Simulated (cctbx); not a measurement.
**Cs2Zn3SnCl12 across an absorption edge**

Space group R-3m (no. 166), a = 8.7250 Å, b = 8.7250 Å, c = 25.4420 Å, α = 90.00°, β = 90.00°, γ = 120.00°.

```
atom  mult.       x       y       z  Ueq (Å²)
 Cs1      6     2/3     1/3  0.2264    0.0098
 Sn1      3     1/3     2/3     1/6    0.0099
 Zn1      9       0     1/2       0    0.0122
 Cl1     18  0.1949  0.8051  0.2213    0.0131
 Cl2     18  0.8004  0.1996  0.0136    0.0145
```

The model is made up (kin elements in a known structure type, no relaxation), so it says nothing on whether the phase exists.

Calculated with cctbx: free-atom f′ and f″ from the Sasaki tables, no fine structure; amplitudes in electrons.

```
E (eV)  F 2 0 2  F 0 3 3  F 0 2 1  F 0 2 4
  9059    368.6    179.0    348.7    274.0
  9409    361.3    176.8    341.7    281.2
  9539    354.9    174.7    335.4    287.6
  9599    348.7    172.7    329.2    293.7
  9629    342.3    170.7    322.8    300.0
  9644    335.9    168.6    316.4    306.4
  9651    330.1    166.7    310.6    312.2
  9655    323.7    164.7    304.2    318.5
  9663    326.2    166.0    306.8    318.3
  9667    333.1    168.2    313.7    311.4
  9674    339.2    170.2    319.8    305.2
  9689    346.0    172.4    326.6    298.4
  9719    352.7    174.6    333.4    291.5
  9809    361.4    177.4    342.1    282.7
 10059    371.4    180.6    352.3    272.4
```

**Question.** Which edge is crossed, and why do the reflections move as they do?

The K edge of Zn. The edge is at 9659 eV. f′ of Zn falls from -4.0 e at 9539 eV to -7.6 e at 4 eV below it, and f″ steps from 0.49 to 3.89 e across it. Over that approach |F| changes by -9 % (2 0 2), -6 % (0 3 3), -9 % (0 2 1) and +11 % (0 2 4): a reflection falls where Zn scatters in phase with the total and rises where it scatters against it; it hardly moves where the Zn term is small or cancels by symmetry. Above the edge the larger f″ enters the imaginary part, where it can add to or cancel the other atoms' f″. The structure is centrosymmetric, so Friedel mates stay equal.

[Logs are printed without paths, hosts, clocks, repeated set-up lines and the standing remarks that a program may print on its own settings, such as how far it seeks lower states.]
